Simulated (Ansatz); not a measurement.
# (BaO)3(AgCl)1 [001] superlattice, started as rocksalt type: from the cell to its phonons, part 2 of 2

Wanted: phonon frequencies of (BaO)3(AgCl)1 [001] superlattice, started as rocksalt type and what follows from them.

Ansatz 0.2.0; DFT PBEsol, scalar-relativistic, plane waves, PAW.

So far. Step 4 (Relaxing to small forces for the phonons): The largest force component left is 0.71 meV/Å and the pressure is 0.006 GPa, within the tolerances set. The cell now holds 21.19 Å³/atom. The relaxed cell has a = 3.825, c = 11.591 Å (conventional setting).

The structure was built from a prototype and need not be the compound's stable phase.

## (5) Zone-centre response

The zone centre is the only wavevector solved here; it holds the modes that light can see, as far as symmetry allows. The response to a homogeneous field gives the Born charges and the dielectric tensor.

The input, input.yaml:

```yaml
crystal:
  lattice:
    - [2.7043451337, 2.7043451337, 0.0]
    - [-2.7043451337, 2.7043451337, 0.0]
    - [0.0, 0.0, 11.5908423673]
  atoms:
    - { symbol: Ag, position: [0.5, 0.5, 0.75] }
    - { symbol: Ba, position: [0.0, 0.0, 0.0128676196] }
    - { symbol: Ba, position: [0.5, 0.5, 0.25] }
    - { symbol: Ba, position: [0.0, 0.0, 0.4871323804] }
    - { symbol: Cl, position: [1.0, 0.0, 0.75] }
    - { symbol: O, position: [0.5, 0.5, 0.0185391162] }
    - { symbol: O, position: [1.0, 0.0, 0.25] }
    - { symbol: O, position: [0.5, 0.5, 0.4814608838] }
kpoints:
  mp_grid: { grid: [8, 8, 4] }
hamiltonian:
  xc: pbesol
scf:
  occupations: { method: fixed }
output:
  eigenvalues: true
phonons:
  method: dfpt
  dielectric: true
  rigid_motions: translations
```

The run is started by

```console
ansatz run input.yaml --threads 8 --pin off --max-ram 14336MiB --backend cpu --events-out ev --progress --plain --runs-dir out
```

Numbers of over 12 decimals in the logs are rounded to 6 here.

Log:

```text
[...]
Crystal: 8 atoms, lattice volume = 169.539 Å³
Basis set: ecut = 420 eV, 3295 PW (Γ), exchange–correlation on 54×54×160 points (8 copies of the dense FFT grid, shifted against one another)
Bands: 45, of which v1, the nominal top of the filled ones, is band 37 counted from 1 (36 counted from 0)
Symmetry: 16 space group operations
k-points: 78 of 256 (irreducible under 2 space group operations, time reversal used)
[...]
SCF iter   1: F=—  HF=-27861.841474 eV  |F-HF|=—  |Δ(HF+E_count)|=         —  Δρ=1.40e-2  dr2=3.41e-1  ethr=1.77e-3  ⟨swp⟩=5.0  Hψ=12676  notcnv=0  defer=377
[...]
SCF iter  12: F=-27861.769729 eV  HF=-27861.769729 eV  |F-HF|=6.55e-11  |Δ(HF+E_count)|=  3.64e-12  Δρ=2.17e-7  dr2=8.16e-11  ethr=1.00e-12  ⟨swp⟩=6.0  Hψ=18127  notcnv=0
SCF 1 converged in 12 iterations: F = -27861.769729 eV  dr2 = 8.16e-11
[...]
DFPT response loops at Γ: preconditioner auto → Resta (q_TF=auto, 2.376 Å⁻¹)  ε∞=12.4 (no band partly filled); β = 1.00, the filter's whole step (`scf.mixing.beta` (0.50) is not read by the response loops at its default; to damp them type it under 1.00, their step now; it binds the ground state too); Broyden in place of MSR1
── the response to a field inside a basis, on 8×8×4 k-points: an SCF that follows is theirs, and a resumed run solves both again ──
Bands: 38, of which v1, the nominal top of the filled ones, is band 37 counted from 1 (36 counted from 0)
k-points: 20 of 256
[...]
Eigensolver: Dense (20 Hₖ)
SCF iter   1: F=—  HF=-27861.511991 eV  |F-HF|=—  |Δ(HF+E_count)|=         —  Δρ=6.36e-4  dr2=2.49e-4  ethr=1.00e-1
[...]
SCF iter   7: F=-27861.512043 eV  HF=-27861.512043 eV  |F-HF|=1.34e-8  |Δ(HF+E_count)|=   6.80e-9  Δρ=3.11e-6  dr2=1.64e-8  ethr=3.51e-10
SCF 1 converged in 7 iterations: F = -27861.512043 eV  dr2 = 1.64e-8
[...]
WARN: field response: ε∞ stands inside a basis, on 8×8×4 points; the force constants stand on the 8×8×4 k-mesh, whose period is 13.76 times the interband length at k = (0.0000, 0.0000, 0.0000), direct gap 0.703 eV, under 14: take them and everything formed from them as unconverged, and compare with a denser kpoints.mp_grid
SCF converged after 12 iterations
Free energy (F): -27861.769729 eV
[...]
Internal energy: -27861.769729 eV  (E = F + TS)
E sigma→0 (E₀):  -27861.769729 eV
Fermi energy:    8.713398 eV
[...]
--- Band table (eV; the first three rows and the last of 78) ---
  k-point 0: bands = [... 33 lower, 8.2642, 8.2642, 8.3986, 8.3986, 9.1018, 10.8529, 11.6288, 12.7328, ... 4 higher]
  k-point 1: bands = [... 33 lower, 8.2610, 8.2610, 8.3998, 8.3998, 9.3076, 10.8526, 11.6265, 12.7431, ... 4 higher]
  k-point 2: bands = [... 33 lower, 8.2578, 8.2578, 8.4009, 8.4009, 9.4849, 10.8523, 11.6242, 12.5581, ... 4 higher]
  k-point 77: bands = [... 33 lower, 8.5409, 8.5409, 8.7126, 8.7126, 10.1636, 11.2970, 11.2970, 12.5154, ... 4 higher]
--- Phonons (Γ-DFPT): 12 representative perturbations + reference, on 78 of 256 k-points (Σ response iterations 45) ---
  k mesh reduced under 2 symmetry operations, with k and −k counted as one. Each operation leaves every solved perturbation unchanged. A smaller set is not considered because the run solves the response to a homogeneous field
  ASR residual: 3.172e-4 → 0.000e0 eV/Å²; symmetrization residual: 6.552e-6 eV/Å²
  ASR residual per site (eV/Å²): 2.39e-5 1.55e-5 4.23e-5 1.55e-5 3.64e-5 3.17e-4 2.67e-4 3.17e-4
  Γ frequencies (cm⁻¹): -100.84 0.00 0.00 0.00 28.64 28.64 48.66 48.66 76.11 76.11 100.76 121.55 125.00 125.00 148.51 148.51 149.94 152.68 152.68 162.34 162.34 198.91 259.69 284.15
  ε∞ (high-frequency dielectric tensor):
        4.911942     0.000000     0.000000
        0.000000     4.911942     0.000000
        0.000000     0.000000     5.443878
  softest optical mode at Γ: -100.84 cm⁻¹; the repairs (sum rule, projections) moved no ω² at Γ by more than (2.84 cm⁻¹)²
  Born effective charges Z* (e; rows j = field, columns β = displacement):
    site 0:
         1.31758    0.00000    0.00000
        -0.00000    1.31758    0.00000
        -0.00000    0.00000    1.61698
    site 1:
         2.84354    0.00000   -0.00000
         0.00000    2.84354   -0.00000
        -0.00000    0.00000    2.44341
    site 2:
         2.79746    0.00000    0.00000
         0.00000    2.79746    0.00000
        -0.00000    0.00000    2.94958
    site 3:
         2.84354    0.00000    0.00000
         0.00000    2.84354    0.00000
        -0.00000    0.00000    2.44341
    site 4:
        -1.42483    0.00000    0.00000
        -0.00000   -1.42483    0.00000
        -0.00000    0.00000   -1.39994
    site 5:
        -2.80466    0.00000   -0.00000
        -0.00000   -2.80466   -0.00000
         0.00000    0.00000   -2.64016
    site 6:
        -2.76796   -0.00000    0.00000
        -0.00000   -2.76796    0.00000
        -0.00000    0.00000   -2.77312
    site 7:
        -2.80466   -0.00000    0.00000
         0.00000   -2.80466    0.00000
        -0.00000   -0.00000   -2.64016
  Z* charge neutrality: 3.060e-2 e pre-enforcement
  solved inside a basis spanned on kpoints, on 8×8×4 k-points, its susceptibility summed on 16×16×6: ε∞ is read to err by 4.3e-2, Z* by 2.7e-2 e (field_mesh: kpoints solves on kpoints); Z* is corrected for what the basis lacks
  optical modes at Γ without the LO–TO term, one row a degenerate level:
      ω (cm⁻¹)  modes    IR ((D/Å)²/amu)
       -100.84      1             9.1823
         28.64      2             1.4695
         48.66      2             0.0000
         76.11      2             0.0058
        100.76      1             0.0000
        121.55      1             0.0496
        125.00      2            18.9579
        148.51      2            50.2383
        149.94      1            15.0278
        152.68      2             0.0000
        162.34      2             8.2451
        198.91      1             6.5201
        259.69      1             5.7148
[...]
optical modes at Γ + LO–TO along q̂ = [1.0000, 0.0000, 0.0000]:
      ω (cm⁻¹)  modes    IR ((D/Å)²/amu)
[...]
optical modes at Γ + LO–TO along q̂ = [0.0000, 1.0000, 0.0000]:
      ω (cm⁻¹)  modes    IR ((D/Å)²/amu)
[...]
optical modes at Γ + LO–TO along q̂ = [0.0000, 0.0000, 1.0000]:
      ω (cm⁻¹)  modes    IR ((D/Å)²/amu)
[...]
48.66      2             0.0000
         76.11      2             0.0058
        100.76      1             0.0000
        121.64      1             0.0016
        125.00      2            18.9579
        148.51      2            50.2383
        152.68      2             0.0000
        162.34      2             8.2451
        182.14      1             0.6220
        237.95      1             2.1713
        284.15      1             0.0000
        341.66      1            32.7720
```

It took 3.1 min on 8 threads of Arm Neoverse V1, shared host; peak memory 3.1 GiB; 23 min of CPU time.

In the SCF lines HF is the Harris–Foulkes energy and dr2 the Hartree energy of the density residual, in eV; the loop may stop once dr2 is under the threshold and the program's other checks hold. Hψ counts applications of the Hamiltonian.

Numbers from this step:

- sum-rule residual before enforcement: 3.17e-4 eV/Å²
- miss of the charge sum rule: 0.03060 e
- estimated error of the dielectric tensor: 0.04304
- estimated error of the Born charges: 0.02691 e
- point group: 4/mmm
- highest optical mode at the zone centre (no LO-TO term): 284.1 cm⁻¹
- lowest optical zone-centre mode: -100.8 cm⁻¹
- mean high-frequency dielectric constant: 5.089
- largest Born charge (third of the trace): 2.848 e
- top of the zone-centre spectrum with the field: 349.0 cm⁻¹

Without the LO-TO term. Patterns of degenerate modes are one choice out of their space. The modes at Γ (shares of kinetic energy by element, %) (negative means imaginary):

| mode | frequency (cm⁻¹) | symmetry | Ag % | Ba % | Cl % | O % |
| --- | --- | --- | --- | --- | --- | --- |
| 1 | -100.8 | A2u | 66 | 5 | 1 | 28 |
| 2 | 0.0 | acoustic | 18 | 68 | 6 | 8 |
| 3 | 0.0 | acoustic | 18 | 68 | 6 | 8 |
| 4 | 0.0 | acoustic | 18 | 68 | 6 | 8 |
| 5 | 28.6 | Eu | 54 | 25 | 20 | 1 |
| 6 | 28.6 | Eu | 54 | 25 | 20 | 1 |
| 7 | 48.7 | Eg | 0 | 95 | 0 | 5 |
| 8 | 48.7 | Eg | 0 | 95 | 0 | 5 |
| 9 | 76.1 | Eu | 0 | 95 | 0 | 4 |
| 10 | 76.1 | Eu | 0 | 95 | 0 | 4 |
| 11 | 100.8 | A1g | 0 | 91 | 0 | 9 |
| 12 | 121.5 | A2u | 0 | 90 | 3 | 7 |
| 13 | 125.0 | Eu | 27 | 1 | 62 | 10 |
| 14 | 125.0 | Eu | 27 | 1 | 62 | 10 |
| 15 | 148.5 | Eu | 0 | 6 | 12 | 82 |
| 16 | 148.5 | Eu | 0 | 6 | 12 | 82 |
| 17 | 149.9 | A2u | 15 | 20 | 1 | 64 |
| 18 | 152.7 | Eg | 0 | 5 | 0 | 95 |
| 19 | 152.7 | Eg | 0 | 5 | 0 | 95 |
| 20 | 162.3 | Eu | 0 | 5 | 0 | 95 |
| 21 | 162.3 | Eu | 0 | 5 | 0 | 95 |
| 22 | 198.9 | A2u | 0 | 8 | 54 | 38 |
| 23 | 259.7 | A2u | 1 | 9 | 35 | 55 |
| 24 | 284.1 | A1g | 0 | 9 | 0 | 91 |

Displacements in mode 1 (-100.8 cm⁻¹), the largest set to 1:
```
Ag1  0.00  0.00  0.87
Ba2  0.00  0.00 -0.12
Ba3  0.00  0.00 -0.12
Ba4  0.00  0.00 -0.12
Cl5  0.00  0.00 -0.21
O6   0.00  0.00 -1.00
O7   0.00  0.00 -0.33
O8   0.00  0.00 -1.00
```

Displacements in mode 20 (162.3 cm⁻¹), the largest set to 1:
```
Ag1  0.00  0.00  0.00
Ba2  0.00  0.00  0.00
Ba3  0.00 -0.08  0.00
Ba4  0.00  0.00  0.00
Cl5  0.00  0.02  0.00
O6   0.00 -0.21  0.00
O7  -0.02  1.00  0.00
O8   0.00 -0.21  0.00
```

Optical modes at the zone centre, without and with the macroscopic field of the longitudinal modes; each column is sorted by frequency, so a row need not hold one and the same mode. Modes with and without the field, by row:

| rank among optical modes | no field (cm⁻¹) | q along (1, 0, 0) (cm⁻¹) | q along (0, 0, 1) (cm⁻¹) |
| --- | --- | --- | --- |
| 1 | -100.8 | -100.8 | -53.8 |
| 2 | 28.6 | 28.6 | 28.6 |
| 3 | 28.6 | 33.5 | 28.6 |
| 4 | 48.7 | 48.7 | 48.7 |
| 5 | 48.7 | 48.7 | 48.7 |
| 6 | 76.1 | 76.1 | 76.1 |
| 7 | 76.1 | 76.1 | 76.1 |
| 8 | 100.8 | 100.8 | 100.8 |
| 9 | 121.5 | 121.5 | 121.6 |
| 10 | 125 | 125 | 125 |
| 11 | 125 | 131.2 | 125 |
| 12 | 148.5 | 148.5 | 148.5 |
| 13 | 148.5 | 149.9 | 148.5 |
| 14 | 149.9 | 152.7 | 152.7 |
| 15 | 152.7 | 152.7 | 152.7 |
| 16 | 152.7 | 160.6 | 162.3 |
| 17 | 162.3 | 162.3 | 162.3 |
| 18 | 162.3 | 198.9 | 182.1 |
| 19 | 198.9 | 259.7 | 237.9 |
| 20 | 259.7 | 284.1 | 284.1 |
| 21 | 284.1 | 349 | 341.7 |

Born charge (rows field, columns displacement) (e), principal values of the symmetric part by kind of site:

| atom | atoms with these values | low | middle | high | mean |
| --- | --- | --- | --- | --- | --- |
| Ag1 | 1 | 1.32 | 1.32 | 1.62 | 1.42 |
| Ba2 | 2 | 2.44 | 2.84 | 2.84 | 2.71 |
| Ba3 | 1 | 2.80 | 2.80 | 2.95 | 2.85 |
| Cl5 | 1 | -1.42 | -1.42 | -1.40 | -1.42 |
| O6 | 2 | -2.80 | -2.80 | -2.64 | -2.75 |
| O7 | 1 | -2.77 | -2.77 | -2.77 | -2.77 |

In full for Ba3:

```
2.80 0.00 0.00
0.00 2.80 0.00
0.00 0.00 2.95
```

High-frequency dielectric tensor:

```
4.91 0.00 0.00
0.00 4.91 0.00
0.00 0.00 5.44
```

Transverse modes; imaginary modes are left out. Infrared lines, with heights relative to the strongest:

| position (cm⁻¹) | relative intensity |
| --- | --- |
| 29 | 2.9 |
| 49 | 0.0 |
| 76 | 0.0 |
| 101 | 0.0 |
| 122 | 0.1 |
| 125 | 38 |
| 148 | 100 |
| 150 | 30 |
| 153 | 0.0 |
| 162 | 16 |
| 199 | 13 |
| 260 | 11 |
| 284 | 0.0 |

Before it was imposed, the acoustic sum rule was missed by 3.2e-4 eV/Å² and the charge sum rule by 0.031 e. The charge miss is large and points to the mesh or the basis. The lowest optical mode is imaginary, 100.8i cm⁻¹, so the energy falls along it.

The log warns of the k mesh: “the force constants stand on the 8×8×4 k-mesh, whose period is 13.76 times the interband length at k = (0.0000, 0.0000, 0.0000), direct gap 0.703 eV, under 14: take them and everything formed from them as unconverged”.

## (6) Another isotope, element Ag, natural mass 107.868 amu

An isotope changes the mass and not the force constants, so no new electronic calculation is needed; the shifts show which modes move this element.

The same force constants with the mass of Ag changed from 107.868 to 108.905 u (phonopy, no LO-TO term). Both lists are sorted by frequency; levels can cross, so a row need not hold one and the same mode. Modes under 3 cm⁻¹ are left out. Isotope shifts, by row:

| q | rank | natural mass (cm⁻¹) | changed mass (cm⁻¹) |
| --- | --- | --- | --- |
| 0 0 0 | 1 | -100.8 | -100.5 |
| 0 0 0 | 5 | 28.64 | 28.56 |
| 0 0 0 | 6 | 28.64 | 28.56 |
| 0 0 0 | 7 | 48.66 | 48.66 |
| 0 0 0 | 8 | 48.66 | 48.66 |
| 0 0 0 | 9 | 76.11 | 76.11 |
| 0 0 0 | 10 | 76.11 | 76.11 |
| 0 0 0 | 11 | 100.8 | 100.8 |
| 0 0 0 | 12 | 121.5 | 121.5 |
| 0 0 0 | 13 | 125 | 124.8 |
| 0 0 0 | 14 | 125 | 124.8 |
| 0 0 0 | 15 | 148.5 | 148.5 |
| 0 0 0 | 16 | 148.5 | 148.5 |
| 0 0 0 | 17 | 149.9 | 149.8 |
| 0 0 0 | 18 | 152.7 | 152.7 |
| 0 0 0 | 19 | 152.7 | 152.7 |
| 0 0 0 | 20 | 162.3 | 162.3 |
| 0 0 0 | 21 | 162.3 | 162.3 |
| 0 0 0 | 22 | 198.9 | 198.9 |
| 0 0 0 | 23 | 259.7 | 259.7 |
| 0 0 0 | 24 | 284.1 | 284.1 |

A mode of this element alone would shift by -0.48 %. The highest zone-centre frequency without the field goes from 284.1 to 284.1 cm⁻¹ (+0.0 %).

## (7) Another isotope, element Ba, natural mass 137.327 amu

The same for Ba, from 137.33 to 133.90 u.

A mode of this element alone would shift by +1.27 %. The highest zone-centre frequency without the field goes from 284.1 to 284.5 cm⁻¹ (+0.1 %).

## (8) Another isotope, element Cl, natural mass 35.45 amu

The same for Cl, from 35.45 to 36.97 u.

The same force constants with the mass of Cl changed from 35.450 to 36.966 u (phonopy, no LO-TO term). Both lists are sorted by frequency; levels can cross, so a row need not hold one and the same mode. Modes under 3 cm⁻¹ are left out. Isotope shifts, by row:

| q | rank | natural mass (cm⁻¹) | changed mass (cm⁻¹) |
| --- | --- | --- | --- |
| 0 0 0 | 1 | -100.8 | -100.8 |
| 0 0 0 | 5 | 28.64 | 28.52 |
| 0 0 0 | 6 | 28.64 | 28.52 |
| 0 0 0 | 7 | 48.66 | 48.66 |
| 0 0 0 | 8 | 48.66 | 48.66 |
| 0 0 0 | 9 | 76.11 | 76.11 |
| 0 0 0 | 10 | 76.11 | 76.11 |
| 0 0 0 | 11 | 100.8 | 100.8 |
| 0 0 0 | 12 | 121.5 | 121.5 |
| 0 0 0 | 13 | 125 | 123.4 |
| 0 0 0 | 14 | 125 | 123.4 |
| 0 0 0 | 15 | 148.5 | 148.2 |
| 0 0 0 | 16 | 148.5 | 148.2 |
| 0 0 0 | 17 | 149.9 | 149.9 |
| 0 0 0 | 18 | 152.7 | 152.7 |
| 0 0 0 | 19 | 152.7 | 152.7 |
| 0 0 0 | 20 | 162.3 | 162.3 |
| 0 0 0 | 21 | 162.3 | 162.3 |
| 0 0 0 | 22 | 198.9 | 196.6 |
| 0 0 0 | 23 | 259.7 | 257.9 |
| 0 0 0 | 24 | 284.1 | 284.1 |

A mode of this element alone would shift by -2.07 %. The highest zone-centre frequency without the field goes from 284.1 to 284.1 cm⁻¹ (+0.0 %).

## (9) Another isotope, element O, natural mass 15.999 amu

The same for O, from 16.00 to 18.00 u.

The same force constants with the mass of O changed from 15.999 to 17.999 u (phonopy, no LO-TO term). Both lists are sorted by frequency; levels can cross, so a row need not hold one and the same mode. Modes under 3 cm⁻¹ are left out. Isotope shifts, by row:

| q | rank | natural mass (cm⁻¹) | changed mass (cm⁻¹) |
| --- | --- | --- | --- |
| 0 0 0 | 1 | -100.8 | -99.18 |
| 0 0 0 | 5 | 28.64 | 28.63 |
| 0 0 0 | 6 | 28.64 | 28.63 |
| 0 0 0 | 7 | 48.66 | 48.51 |
| 0 0 0 | 8 | 48.66 | 48.51 |
| 0 0 0 | 9 | 76.11 | 75.89 |
| 0 0 0 | 10 | 76.11 | 75.89 |
| 0 0 0 | 11 | 100.8 | 100.2 |
| 0 0 0 | 12 | 121.5 | 121 |
| 0 0 0 | 13 | 125 | 124 |
| 0 0 0 | 14 | 125 | 124 |
| 0 0 0 | 15 | 148.5 | 141.9 |
| 0 0 0 | 16 | 148.5 | 141.9 |
| 0 0 0 | 17 | 149.9 | 144.4 |
| 0 0 0 | 18 | 152.7 | 144.4 |
| 0 0 0 | 19 | 152.7 | 144.4 |
| 0 0 0 | 20 | 162.3 | 153.6 |
| 0 0 0 | 21 | 162.3 | 153.6 |
| 0 0 0 | 22 | 198.9 | 194.2 |
| 0 0 0 | 23 | 259.7 | 252.1 |
| 0 0 0 | 24 | 284.1 | 269.5 |

A mode of this element alone would shift by -5.72 %. The highest zone-centre frequency without the field goes from 284.1 to 269.5 cm⁻¹ (-5.2 %).

## (10) Summary of results

```
space group after relaxation (within 0.01 Å)            : P4/mmm
volume per atom                                         : 21.2 Å³
gap on the k-mesh                                       : 0.388 eV
highest optical mode at the zone centre (no LO-TO term) : 284 cm⁻¹
top of the zone-centre spectrum with the field          : 349 cm⁻¹
lowest optical zone-centre mode                         : -101 cm⁻¹
mean high-frequency dielectric constant                 : 5.09
largest Born charge (third of the trace)                : 2.85 e
imaginary modes at Γ (the only wavevector solved)       : yes
```

A zone-centre mode is imaginary (100.8i cm⁻¹), so this structure is not a minimum of the energy. Without the field, the optical modes at Γ span -101 to 284 cm⁻¹ (negative means imaginary). No dispersion was computed. The highest mode in this list at Γ, 284.1 cm⁻¹, is mostly motion of O (91 % of the kinetic energy). With the macroscopic field of the longitudinal modes the top of the zone-centre spectrum lies at 349 cm⁻¹, against 284 cm⁻¹ without it. Among the real modes, the strongest infrared line is at 148 cm⁻¹. With the field response the log warns that the k mesh is coarse for the force constants too, so the frequencies may not be converged. Spin-orbit coupling is left out, which can matter for the heavy elements here. The starting cell was built on a prototype and not taken from a measurement, so the phase need not exist. These are harmonic frequencies at zero temperature: anharmonic shifts, linewidths and thermal expansion are left out.

[Logs are printed without paths, hosts, clocks, repeated set-up lines and the standing remarks that a program may print on its own settings, such as how far it seeks lower states.]

[Hosts, paths, dates, database ids (printed as entryN), source tags and the programs' standing remarks are cut or masked in the printed files.]
